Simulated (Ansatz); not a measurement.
# Na3Sc, from a guessed structure to a relaxed one

This structure for Na3Sc is made up. Its elements were placed in a known structure type with a cell scaled to their sizes. What cell does the guess relax to, and how far off was it?

Calculated with Ansatz 0.2.0; DFT, PBE, plane-wave PAW, files of the set soft_1, scalar-relativistic, no spin, cell and ions relaxed at zero pressure; PAW set soft_1.

### 1. Set-up

It takes space group Fm-3m (No. 225, cubic). Conventional cell: a = 7.768 Å, b = 7.768 Å, c = 7.768 Å, α = 90.00°, β = 90.00°, γ = 90.00°. Sc has 8 Na at 3.36 Å nearest. Na has 8 Na at 3.36 Å nearest. Nearest to Na lie 4 Na at 3.36 Å and 4 Sc at 3.36 Å. Farther neighbours are not listed.

### 2. Relaxation of the guess

The guess takes its coordinates from another compound and its volume from a rule, so the cell and any free coordinates are relaxed together.

input.yaml

```yaml
crystal:
  lattice:
    - [0.0, 3.884, 3.884]
    - [3.884, 0.0, 3.884]
    - [3.884, 3.884, 0.0]
  atoms:
    - { symbol: Sc, position: [0.0, 0.0, 0.0] }
    - { symbol: Na, position: [0.5, 0.5, 0.5] }
    - { symbol: Na, position: [0.75, 0.75, 0.75] }
    - { symbol: Na, position: [0.25, 0.25, 0.25] }
kpoints:
  mp_grid: { grid: [6, 6, 6] }
scf:
  occupations: { method: fermi_dirac, width: 0.05 }
hamiltonian:
  xc: pbe
  pseudopotentials: { kind: paw, azcp: { folder: soft_1 } }
relax:
  f_tol: 0.015
  max_steps: 70
  cell: {}
output:
  forces: true
  stress: true
```

Started as:

```bash
> ansatz run input.yaml --threads 4 --pin off --max-ram 8192MiB --backend cpu --events-out ev --progress --plain --runs-dir out
```

Numbers of over 12 decimals in the logs are rounded to 6 here.

Log:

```text
band count auto-derived: 24, from the close of a first SCF at 23 (N_el = 38.0; filled up to band 19; 23 by the electrons, moments and atoms)
Engine: ansatz 0.2.0, aarch64-unknown-linux-gnu
Pseudopotentials: kind: paw
Pseudopotential: Sc, paw, valence charge 11, recommended cutoff 420 eV (normal), soft_1/Sc.paw.azcp
Pseudopotential: Na, paw, valence charge 9, recommended cutoff 420 eV (normal), soft_1/Na.paw.azcp
Functional definition: PBE
  parameter kappa = 0.804
  parameter beta = 0.066725
  exchange = pbe_x(kappa = kappa, mu = beta*pi^2/3)
  correlation = pbe_c(beta = beta)
Crystal: 4 atoms, lattice volume = 117.184 Å³
Basis set: ecut = 420 eV, 2277 PW (Γ), exchange–correlation on 80×80×80 points (8 copies of the dense FFT grid, shifted against one another)
Bands: 23, of which v1, the nominal top of the filled ones, is band 19 counted from 1 (18 counted from 0)
Symmetry: 48 space group operations
Space group: Fm-3m (ITA 225), of the structure as read, at distance tolerance 4.9e-5 Å
k-points: 16 of 216
Non-local potential: Sc, projectors of the file, l = 0: 3, l = 1: 2, l = 2: 3, l = 3: 1
Non-local potential: Na, projectors of the file, l = 0: 3, l = 1: 2, l = 2: 1
PAW form: soft (Blöchl's): semilocal exchange-correlation on the pseudo side does not see the compensation charge
PAW one-centre angular grid: Sc, 590 points (default); XC on 64 Gauss nodes
PAW one-centre angular grid: Na, 110 points (default); XC on 64 Gauss nodes
Initial density: superposition of atomic densities (chi_scale 0.1, normalization cell, long waves kept (reshape's long-wave potential 0.00 eV rms))
Initial wavefunctions: pseudopotential atomic-orbital guess
Functional: x = pbe(κ = 0.804, μ = 0.219515), c = pbe(β = 0.066725)
SCF iter   1: F=—  HF=-6593.686545 eV  |F-HF|=—  |Δ(HF+E_count)|=         —  Δρ=2.92e-2  dr2=2.26e0  ethr=3.10e-3  ⟨swp⟩=4.8  Hψ=1329  notcnv=0
preconditioner: auto → Kerker (q_TF=auto, 2.261 Å⁻¹)  [metal: Δε(μ)=0.093 eV  Ē_g=2.374 eV  σ=0.050 eV  W_gap=0.39  n_scr=14 (ndim 8)  ℏωp=8.4 eV  f_vac=0.000  D(μ)=2.71/eV (n_scr^D=14)]
SCF iter   2: F=—  HF=-6593.244009 eV  |F-HF|=—  |Δ(HF+E_count)|=   4.43e-1  Δρ=6.36e-3  dr2=1.05e-1  ethr=3.10e-3  ⟨swp⟩=3.1  Hψ=817  notcnv=0
SCF iter   3: F=—  HF=-6593.236939 eV  |F-HF|=—  |Δ(HF+E_count)|=   7.07e-3  Δρ=3.90e-3  dr2=2.23e-2  ethr=2.76e-4  ⟨swp⟩=2.4  Hψ=460  notcnv=0
SCF iter   4: F=—  HF=-6593.237426 eV  |F-HF|=—  |Δ(HF+E_count)|=   4.87e-4  Δρ=1.37e-3  dr2=6.61e-3  ethr=5.87e-5  ⟨swp⟩=2.0  Hψ=688  notcnv=0
SCF iter   5: F=—  HF=-6593.236953 eV  |F-HF|=—  |Δ(HF+E_count)|=   4.74e-4  Δρ=9.74e-4  dr2=2.13e-3  ethr=1.74e-5  ⟨swp⟩=2.0  Hψ=475  notcnv=0
SCF iter   6: F=—  HF=-6593.236672 eV  |F-HF|=—  |Δ(HF+E_count)|=   2.80e-4  Δρ=2.72e-4  dr2=1.50e-4  ethr=5.60e-6  ⟨swp⟩=1.8  Hψ=405  notcnv=0
SCF iter   7: F=—  HF=-6593.236656 eV  |F-HF|=—  |Δ(HF+E_count)|=   1.65e-5  Δρ=4.87e-5  dr2=6.35e-6  ethr=3.95e-7  ⟨swp⟩=2.0  Hψ=434  notcnv=0
SCF iter   8: F=—  HF=-6593.236658 eV  |F-HF|=—  |Δ(HF+E_count)|=   1.98e-6  Δρ=9.12e-6  dr2=1.32e-7  ethr=1.67e-8  ⟨swp⟩=2.0  Hψ=421  notcnv=0
SCF iter   9: F=—  HF=-6593.236658 eV  |F-HF|=—  |Δ(HF+E_count)|=   3.03e-8  Δρ=8.71e-6  dr2=1.93e-7  ethr=2.63e-10  ⟨swp⟩=4.4  Hψ=1109  notcnv=0
SCF iter  10: F=-6593.236658 eV  HF=-6593.236658 eV  |F-HF|=6.55e-9  |Δ(HF+E_count)|=   2.73e-8  Δρ=1.62e-6  dr2=7.23e-9  ethr=2.63e-10  ⟨swp⟩=2.4  Hψ=1153  notcnv=0
SCF 1, on 23 bands, converged in 10 iterations: F = -6593.236658 eV; the run's SCF on all bands comes behind
  greatest PAW one-centre occupation: 0.999 electrons in one spin orbital (limit 2), on the Na atom at site 3 (counted from 0), in its partial waves of l = 0
Bands: 24, of which v1, the nominal top of the filled ones, is band 19 counted from 1 (18 counted from 0)
Initial density: handed on by an earlier stage of this run
iter 1 solved again at ethr=6.93e-7 eV; its pass at ethr=3.10e-3 eV (dr2=2.63e-4 eV) is discarded
SCF iter   1: F=—  HF=-6593.236660 eV  |F-HF|=—  |Δ(HF+E_count)|=         —  Δρ=1.66e-6  dr2=5.62e-9  ethr=6.93e-7  ⟨swp⟩=3.0  Hψ=2287  notcnv=0
eigensolver tolerance schedule: the retry pair's looser diagonalisation over-reported the residual by 46845.34 of it (diagonalisation noise at an unbounded share of the residual, at the tolerance the schedule requests for it); recorded, not acted on — ethr = c·dr2/N_el stays at c = 1.0e-1
preconditioner: auto → Kerker (q_TF=auto, 2.261 Å⁻¹)  [metal: Δε(μ)=0.032 eV  Ē_g=2.032 eV  σ=0.050 eV  W_gap=0.16  n_scr=14 (ndim 8)  ℏωp=8.4 eV  f_vac=0.000  D(μ)=5.81/eV (n_scr^D=58)]
SCF iter   2: F=—  HF=-6593.236658 eV  |F-HF|=—  |Δ(HF+E_count)|=   1.64e-6  Δρ=8.36e-7  dr2=2.38e-9  ethr=1.48e-11  ⟨swp⟩=3.2  Hψ=1043  notcnv=0
iter 3 did not close the SCF: its close was put off for the readings that it lacked (scf_convergence_deferred on its scf_iter line)
SCF iter   3: F=-6593.236658 eV  HF=-6593.236658 eV  |F-HF|=1.22e-10  |Δ(HF+E_count)|=  4.15e-10  Δρ=3.54e-7  dr2=1.92e-10  ethr=6.27e-12  ⟨swp⟩=2.0  Hψ=435  notcnv=0
iter 4 did not close the SCF: its close was put off for the readings that it lacked (scf_convergence_deferred on its scf_iter line)
SCF iter   4: F=-6593.236658 eV  HF=-6593.236658 eV  |F-HF|=2.00e-11  |Δ(HF+E_count)|=  4.55e-11  Δρ=1.35e-7  dr2=4.31e-11  ethr=1.00e-12  ⟨swp⟩=1.8  Hψ=442  notcnv=0
iter 5 did not close the SCF: its close was put off for the readings that it lacked (scf_convergence_deferred on its scf_iter line)
SCF iter   5: F=-6593.236658 eV  HF=-6593.236658 eV  |F-HF|=2.73e-12  |Δ(HF+E_count)|=  1.18e-11  Δρ=5.99e-8  dr2=8.21e-12  ethr=1.00e-12  ⟨swp⟩=1.0  Hψ=384  notcnv=0
iter 6 did not close the SCF: its close was put off for the readings that it lacked (scf_convergence_deferred on its scf_iter line)
SCF iter   6: F=-6593.236658 eV  HF=-6593.236658 eV  |F-HF|=9.09e-13  |Δ(HF+E_count)|=  4.55e-12  Δρ=1.93e-8  dr2=5.23e-13  ethr=1.00e-12  ⟨swp⟩=1.0  Hψ=384  notcnv=0
SCF iter   7: F=-6593.236658 eV  HF=-6593.236658 eV  |F-HF|=0.00e0  |Δ(HF+E_count)|=    0.00e0  Δρ=6.21e-9  dr2=4.00e-14  ethr=1.00e-12  ⟨swp⟩=1.0  Hψ=832  notcnv=0
SCF 2 converged in 7 iterations: F = -6593.236658 eV  dr2 = 4.00e-14
relax step   1: F+E_penalty+E_count = -6593.23665798 eV  Δ(F+E_penalty+E_count) = +0.000e0 eV  max|allowed force component| = 8.674e-19 eV/Å  Δτ_max = 0.0000 Å  P = +1.605 GPa  Ω = 117.184 Å³  (17 SCF iters, dr2 threshold 1.00e-7 eV, accepted)
Crystal: 4 atoms, lattice volume = 122.106 Å³
Basis set: ecut = 420 eV, 2421 PW (Γ), exchange–correlation on 80×80×80 points (8 copies of the dense FFT grid, shifted against one another)
Initial wavefunctions: those handed on with the density
iter 1 solved again at ethr=2.60e-6 eV; its pass at ethr=3.10e-3 eV (dr2=9.86e-4 eV) is discarded
SCF iter   1: F=—  HF=-6593.274261 eV  |F-HF|=—  |Δ(HF+E_count)|=         —  Δρ=6.23e-4  dr2=1.01e-3  ethr=2.60e-6  ⟨swp⟩=2.1  Hψ=1926  notcnv=0
preconditioner: auto → Kerker (q_TF=auto, 2.246 Å⁻¹)  [metal: Δε(μ)=0.021 eV  Ē_g=1.965 eV  σ=0.050 eV  W_gap=0.10  n_scr=14 (ndim 8)  ℏωp=8.2 eV  f_vac=0.000  D(μ)=6.02/eV (n_scr^D=58)]
SCF iter   2: F=—  HF=-6593.274176 eV  |F-HF|=—  |Δ(HF+E_count)|=   8.45e-5  Δρ=3.12e-4  dr2=2.89e-4  ethr=2.60e-6  ⟨swp⟩=1.8  Hψ=399  notcnv=0
SCF iter   3: F=—  HF=-6593.274152 eV  |F-HF|=—  |Δ(HF+E_count)|=   2.36e-5  Δρ=5.92e-5  dr2=1.03e-5  ethr=7.62e-7  ⟨swp⟩=1.9  Hψ=418  notcnv=0
SCF iter   4: F=—  HF=-6593.274152 eV  |F-HF|=—  |Δ(HF+E_count)|=   2.03e-7  Δρ=1.75e-5  dr2=6.48e-7  ethr=2.70e-8  ⟨swp⟩=1.9  Hψ=440  notcnv=0
iter 5 did not close the SCF: its close was put off for the readings that it lacked (scf_convergence_deferred on its scf_iter line)
SCF iter   5: F=-6593.274152 eV  HF=-6593.274152 eV  |F-HF|=1.07e-7  |Δ(HF+E_count)|=   1.50e-7  Δρ=8.10e-6  dr2=1.33e-7  ethr=1.71e-9  ⟨swp⟩=2.1  Hψ=679  notcnv=0
SCF iter   6: F=-6593.274152 eV  HF=-6593.274152 eV  |F-HF|=9.83e-9  |Δ(HF+E_count)|=   5.55e-8  Δρ=3.26e-6  dr2=2.42e-8  ethr=3.49e-10  ⟨swp⟩=2.1  Hψ=1363  notcnv=0
SCF 3 converged in 6 iterations: F = -6593.274152 eV  dr2 = 2.42e-8
relax step   2: F+E_penalty+E_count = -6593.27415203 eV  Δ(F+E_penalty+E_count) = -3.749e-2 eV  max|allowed force component| = 7.662e-18 eV/Å  Δτ_max = 0.0000 Å  P = +0.866 GPa  Ω = 122.106 Å³  energy of the carried Pulay correction = -1.195e-4 eV  (6 SCF iters, dr2 threshold 4.00e-7 eV, accepted)
Crystal: 4 atoms, lattice volume = 128.431 Å³
Basis set: ecut = 420 eV, 2565 PW (Γ), exchange–correlation on 80×80×80 points (8 copies of the dense FFT grid, shifted against one another)
iter 1 solved again at ethr=6.96e-6 eV; its pass at ethr=3.10e-3 eV (dr2=2.64e-3 eV) is discarded
SCF iter   1: F=—  HF=-6593.292753 eV  |F-HF|=—  |Δ(HF+E_count)|=         —  Δρ=9.53e-4  dr2=2.69e-3  ethr=6.96e-6  ⟨swp⟩=1.9  Hψ=1985  notcnv=0
preconditioner: auto → Kerker (q_TF=auto, 2.227 Å⁻¹)  [metal: Δε(μ)=0.012 eV  Ē_g=1.859 eV  σ=0.050 eV  W_gap=0.06  n_scr=26 (ndim 8)  ℏωp=8.0 eV  f_vac=0.000  D(μ)=6.26/eV (n_scr^D=58)]
SCF iter   2: F=—  HF=-6593.292520 eV  |F-HF|=—  |Δ(HF+E_count)|=   2.33e-4  Δρ=4.52e-4  dr2=7.23e-4  ethr=6.96e-6  ⟨swp⟩=1.8  Hψ=399  notcnv=0
SCF iter   3: F=—  HF=-6593.292445 eV  |F-HF|=—  |Δ(HF+E_count)|=   7.47e-5  Δρ=7.73e-5  dr2=2.47e-5  ethr=1.90e-6  ⟨swp⟩=1.9  Hψ=418  notcnv=0
SCF iter   4: F=—  HF=-6593.292436 eV  |F-HF|=—  |Δ(HF+E_count)|=   9.17e-6  Δρ=2.45e-5  dr2=1.38e-6  ethr=6.51e-8  ⟨swp⟩=2.0  Hψ=432  notcnv=0
iter 5 did not close the SCF: its close was put off for the readings that it lacked (scf_convergence_deferred on its scf_iter line)
SCF iter   5: F=-6593.292435 eV  HF=-6593.292436 eV  |F-HF|=1.74e-7  |Δ(HF+E_count)|=   3.15e-7  Δρ=1.11e-5  dr2=2.14e-7  ethr=3.64e-9  ⟨swp⟩=2.0  Hψ=677  notcnv=0
SCF iter   6: F=-6593.292435 eV  HF=-6593.292435 eV  |F-HF|=1.49e-8  |Δ(HF+E_count)|=   8.73e-8  Δρ=4.22e-6  dr2=4.04e-8  ethr=5.62e-10  ⟨swp⟩=2.2  Hψ=1423  notcnv=0
SCF 4 converged in 6 iterations: F = -6593.292435 eV  dr2 = 4.04e-8
relax step   3: F+E_penalty+E_count = -6593.29243546 eV  Δ(F+E_penalty+E_count) = -1.828e-2 eV  max|allowed force component| = 5.132e-18 eV/Å  Δτ_max = 0.0000 Å  P = +0.097 GPa  Ω = 128.431 Å³  energy of the carried Pulay correction = -2.660e-4 eV  (6 SCF iters, dr2 threshold 4.00e-7 eV, accepted)
Crystal: 4 atoms, lattice volume = 129.279 Å³
iter 1 solved again at ethr=1.24e-7 eV; its pass at ethr=3.10e-3 eV (dr2=4.71e-5 eV) is discarded
SCF iter   1: F=—  HF=-6593.292708 eV  |F-HF|=—  |Δ(HF+E_count)|=         —  Δρ=1.35e-4  dr2=5.59e-5  ethr=1.24e-7  ⟨swp⟩=2.0  Hψ=1795  notcnv=0
preconditioner: auto → Kerker (q_TF=auto, 2.225 Å⁻¹)  [metal: Δε(μ)=0.032 eV  Ē_g=1.834 eV  σ=0.050 eV  W_gap=0.16  n_scr=26 (ndim 8)  ℏωp=8.0 eV  f_vac=0.000  D(μ)=6.19/eV (n_scr^D=58)]
SCF iter   2: F=—  HF=-6593.292698 eV  |F-HF|=—  |Δ(HF+E_count)|=   9.91e-6  Δρ=6.30e-5  dr2=1.49e-5  ethr=1.24e-7  ⟨swp⟩=1.8  Hψ=400  notcnv=0
SCF iter   3: F=—  HF=-6593.292693 eV  |F-HF|=—  |Δ(HF+E_count)|=   5.35e-6  Δρ=1.02e-5  dr2=4.71e-7  ethr=3.91e-8  ⟨swp⟩=1.9  Hψ=419  notcnv=0
SCF iter   4: F=—  HF=-6593.292693 eV  |F-HF|=—  |Δ(HF+E_count)|=   6.70e-8  Δρ=3.39e-6  dr2=3.06e-8  ethr=1.24e-9  ⟨swp⟩=2.0  Hψ=433  notcnv=0
iter 5 did not close the SCF: its close was put off for the readings that it lacked (scf_convergence_deferred on its scf_iter line)
SCF iter   5: F=-6593.292693 eV  HF=-6593.292693 eV  |F-HF|=2.98e-9  |Δ(HF+E_count)|=   7.90e-9  Δρ=1.50e-6  dr2=3.69e-9  ethr=8.06e-11  ⟨swp⟩=2.0  Hψ=685  notcnv=0
SCF iter   6: F=-6593.292693 eV  HF=-6593.292693 eV  |F-HF|=2.63e-10  |Δ(HF+E_count)|=   1.52e-9  Δρ=5.70e-7  dr2=7.21e-10  ethr=9.72e-12  ⟨swp⟩=2.1  Hψ=1170  notcnv=0
SCF 5 converged in 6 iterations: F = -6593.292693 eV  dr2 = 7.21e-10
relax step   4: F+E_penalty+E_count = -6593.29269272 eV  Δ(F+E_penalty+E_count) = -2.573e-4 eV  max|allowed force component| = 6.939e-18 eV/Å  Δτ_max = 0.0000 Å  P = +0.007 GPa  Ω = 129.279 Å³  energy of the carried Pulay correction = -2.851e-4 eV  (6 SCF iters, dr2 threshold 2.38e-8 eV, accepted)
Initial wavefunctions: pseudopotential atomic-orbital guess (no wavefunctions were taken with the density)
iter 1 solved again at ethr=1.35e-6 eV; its pass at ethr=3.10e-3 eV (dr2=5.13e-4 eV) is discarded
SCF iter   1: F=—  HF=-6593.292568 eV  |F-HF|=—  |Δ(HF+E_count)|=         —  Δρ=1.74e-4  dr2=1.49e-6  ethr=1.35e-6  ⟨swp⟩=2.8  Hψ=2281  notcnv=0
eigensolver tolerance schedule: the retry pair's looser diagonalisation over-reported the residual by 343.40 of it (diagonalisation noise at 0.18 of the residual, at the tolerance the schedule requests for it); recorded, not acted on — ethr = c·dr2/N_el stays at c = 1.0e-1
preconditioner: auto → Kerker (q_TF=auto, 2.225 Å⁻¹)  [metal: Δε(μ)=0.034 eV  Ē_g=1.836 eV  σ=0.050 eV  W_gap=0.16  n_scr=26 (ndim 8)  ℏωp=8.0 eV  f_vac=0.000  D(μ)=6.18/eV (n_scr^D=58)]
SCF iter   2: F=—  HF=-6593.292813 eV  |F-HF|=—  |Δ(HF+E_count)|=   2.45e-4  Δρ=8.80e-5  dr2=2.71e-7  ethr=3.92e-9  ⟨swp⟩=2.6  Hψ=615  notcnv=0
SCF iter   3: F=—  HF=-6593.292900 eV  |F-HF|=—  |Δ(HF+E_count)|=   8.73e-5  Δρ=9.75e-6  dr2=4.88e-8  ethr=7.13e-10  ⟨swp⟩=2.0  Hψ=698  notcnv=0
SCF iter   4: F=—  HF=-6593.292901 eV  |F-HF|=—  |Δ(HF+E_count)|=   8.81e-7  Δρ=1.90e-6  dr2=5.73e-9  ethr=1.28e-10  ⟨swp⟩=2.1  Hψ=458  notcnv=0
SCF iter   5: F=—  HF=-6593.292901 eV  |F-HF|=—  |Δ(HF+E_count)|=   1.34e-8  Δρ=4.81e-7  dr2=4.53e-10  ethr=1.51e-11  ⟨swp⟩=2.9  Hψ=778  notcnv=0
SCF iter   6: F=—  HF=-6593.292901 eV  |F-HF|=—  |Δ(HF+E_count)|=  8.04e-10  Δρ=1.57e-7  dr2=8.20e-11  ethr=1.19e-12  ⟨swp⟩=2.5  Hψ=540  notcnv=0
SCF iter   7: F=-6593.292901 eV  HF=-6593.292901 eV  |F-HF|=7.28e-12  |Δ(HF+E_count)|=  2.18e-11  Δρ=4.53e-8  dr2=7.25e-12  ethr=1.00e-12  ⟨swp⟩=4.0  Hψ=1116  notcnv=0
SCF 6 converged in 7 iterations: F = -6593.292901 eV  dr2 = 7.25e-12
relax step   5: F+E_penalty+E_count = -6593.29290089 eV  Δ(F+E_penalty+E_count) = -2.082e-4 eV  max|allowed force component| = 6.650e-18 eV/Å  Δτ_max = 0.0000 Å  P = +0.006 GPa  Ω = 129.279 Å³  stress off target by 5.51e-3 GPa  SCF on the basis re-selected at this cell (its energy is not comparable with the rows above)  (7 SCF iters)
basis re-selected at this cell: Δ(F+E_penalty+E_count) = -2.082e-4 eV, ΔP = -0.002 GPa vs the last step (what re-selecting the basis moved, of the pressure what is left beyond the Pulay correction that the steps carried, after the strain that the cell walked since its last selection, with what the two solves' SCF thresholds leave and, on support functions, any second-order correction that the steps lacked; it is no m [...]
SCF converged after 7 iterations
Free energy (F): -6593.292901 eV
Harris-Foulkes:  -6593.292901 eV  (|F-HF|=7.28e-12)
Internal energy: -6593.243640 eV  (E = F + TS)
E sigma→0 (E₀):  -6593.268270 eV
Entropy (-TS):   -0.049261 eV (-12.315 meV/atom)
Fermi energy:    3.218986 eV
--- Per-component energies (eV) ---
  E_band       = -914.147583
  E_kinetic    = 542.809425
  E_local      = -5647.060282  (includes V_loc(G=0)·N_el)
  E_nonlocal   = 980.559284
  E_hartree    = 1961.850873
  E_xc         = -192.472425
  E_vxc        = -242.382368  (∫ρ·V_xc dr)
  E_paw        = -1872.120144  (= ΣΔE_a)
  E_vpaw       = -471.775520  (= ΣTr[D̂ρ^β])
  E_aug_tail   = 0.000096  (compensation charges beyond the density's cutoff)
  E_ewald      = -2366.810467
  E_smearing   = -0.049261  (= −TS)
  E_closure    = -0.000000  (closes the sum)
  Σ components = -6593.292901   (vs F -6593.292901, Δ=0.00e0)
--- Forces (eV/Å), atoms counted from 1 ---
  atom   1  Sc    -0.00000000     0.00000000    -0.00000000
  atom   2  Na     0.00000000    -0.00000000     0.00000000
  atom   3  Na     0.00000000     0.00000000     0.00000000
  atom   4  Na    -0.00000000    -0.00000000    -0.00000000
  max |Σ_I F_I| component: 5.78e-19 eV/Å
--- Stress (GPa, compression-positive) ---
        0.005505       0.000000       0.000000
        0.000000       0.005505      -0.000000
        0.000000       0.000000       0.005505
  P = ⅓ Tr σ = 0.0055 GPa (0.055 kbar)
--- Band table (eV; the first three rows and the last of 16) ---
  k-point 0: bands = [... 15 lower, -20.9587, -0.5938, 3.3744, 3.3744, 3.3744, 3.6906, 3.6906, 5.8652, ... 1 higher]
  k-point 1: bands = [... 15 lower, -20.9593, -0.3894, 3.1974, 3.4066, 3.4066, 3.6673, 3.6673, 4.8018, ... 1 higher]
  k-point 2: bands = [... 15 lower, -20.9607, 0.2064, 2.4129, 3.3810, 3.3810, 3.7584, 3.7584, 3.8976, ... 1 higher]
  k-point 15: bands = [... 15 lower, -20.9587, 1.7484, 2.1435, 2.5599, 2.5872, 3.7826, 3.8957, 3.9202, ... 1 higher]
--- Relaxed structure (4 steps of the walk, 4 accepted, 1 SCFs on fresh bases) ---
  F+E_penalty+E_count = -6593.29290089 eV   max|allowed force component| = 6.650e-18 eV/Å   (the final SCF, on the basis selected at the relaxed cell)
  cell:  # Å, volume = 129.2794 Å³
    - [0, 4.013283, 4.013283]
    - [4.013283, 0, 4.013283]
    - [4.013283, 4.013283, 0]
  atoms:
    - { symbol: Sc, position: [0, 0, 0] }
    - { symbol: Na, position: [0.5, 0.5, 0.5] }
    - { symbol: Na, position: [0.75, 0.75, 0.75] }
    - { symbol: Na, position: [0.25, 0.25, 0.25] }
```

Wall time 6.8 s (4 threads of Arm Neoverse N1, shared host); peak memory 0.5 GiB; 24 s of CPU time.

The steps of the relaxation:

| step | energy less that of the first step (eV) | largest force component (eV/Å) | pressure (GPa) | volume (Å³) |
| --- | --- | --- | --- | --- |
| 1 | 0.0000 | 0.0000 | 1.61 | 117.18 |
| 2 | -0.0375 | 0.0000 | 0.87 | 122.11 |
| 3 | -0.0558 | 0.0000 | 0.10 | 128.43 |
| 4 | -0.0560 | 0.0000 | 0.01 | 129.28 |
| 5* | -0.0562 | 0.0000 | 0.01 | 129.28 |

Relaxation steps marked * repeat the geometry before them on a plane-wave basis chosen anew for their cell, so energy and pressure can jump there.

The run keeps the 48 symmetry operations that it works with, so distortions that break them were not tested.

| conventional cell, symmetrised | before | after | change |
| --- | --- | --- | --- |
| a (Å) | 7.768 | 8.027 | +3.3 % |
| b (Å) | 7.768 | 8.027 | +3.3 % |
| c (Å) | 7.768 | 8.027 | +3.3 % |
| volume (Å³/atom) | 29.30 | 32.32 | +10.3 % |

Final coordinates:

```xyz
4
Lattice="0.0000 4.0133 4.0133 4.0133 0.0000 4.0133 4.0133 4.0133 0.0000" Properties=species:S:1:pos:R:3 pbc="T T T"
Sc    0.0000    0.0000    0.0000
Na    4.0133    4.0133    4.0133
Na    6.0199    6.0199    6.0199
Na    2.0066    2.0066    2.0066
```

This step gave:

```yaml
free_energy: -6593.2929 eV
energy_at_zero_smearing: -6593.2683 eV
smearing_term_ts: 0.04926 eV
fermi_energy: 3.219 eV
electrons: 38
symmetry_operations: 48
pressure: 0.005505 GPa
```

Shortest distances by pair of elements, guess and relaxed (not always the same contact):

| pair | guess (Å) | relaxed (Å) |
| --- | --- | --- |
| Na–Na | 3.364 | 3.476 |
| Na–Sc | 3.364 | 3.476 |

The relaxation ends with a pressure of 0.01 GPa.

### 3. Results

- space group, relaxed: Fm-3m
- conventional cell: a = 8.027, b = 8.027, c = 8.027 Å; α = 90.0°, β = 90.0°, γ = 90.0°
- volume per atom: 32.32 Å³ (guess 29.30)

**Reading.** Na3Sc relaxes to Fm-3m with a = 8.027, b = 8.027 and c = 8.027 Å. The guessed volume was 9 % too small. The space group Fm-3m was held in the relaxation, so the end point is a stationary structure within it and may be a saddle against distortions or other arrangements. Mesh and cutoff weren't tested. No dispersion term is used, so weakly bound directions may come out too long. Nothing here tests whether the compound is stable against decomposition.

[Logs are printed without paths, hosts, clocks, repeated set-up lines and the standing remarks that a program may print on its own settings, such as how far it seeks lower states.]

[Hosts, paths, dates, database ids (printed as entryN), source tags and the programs' standing remarks are cut or masked in the printed files.]
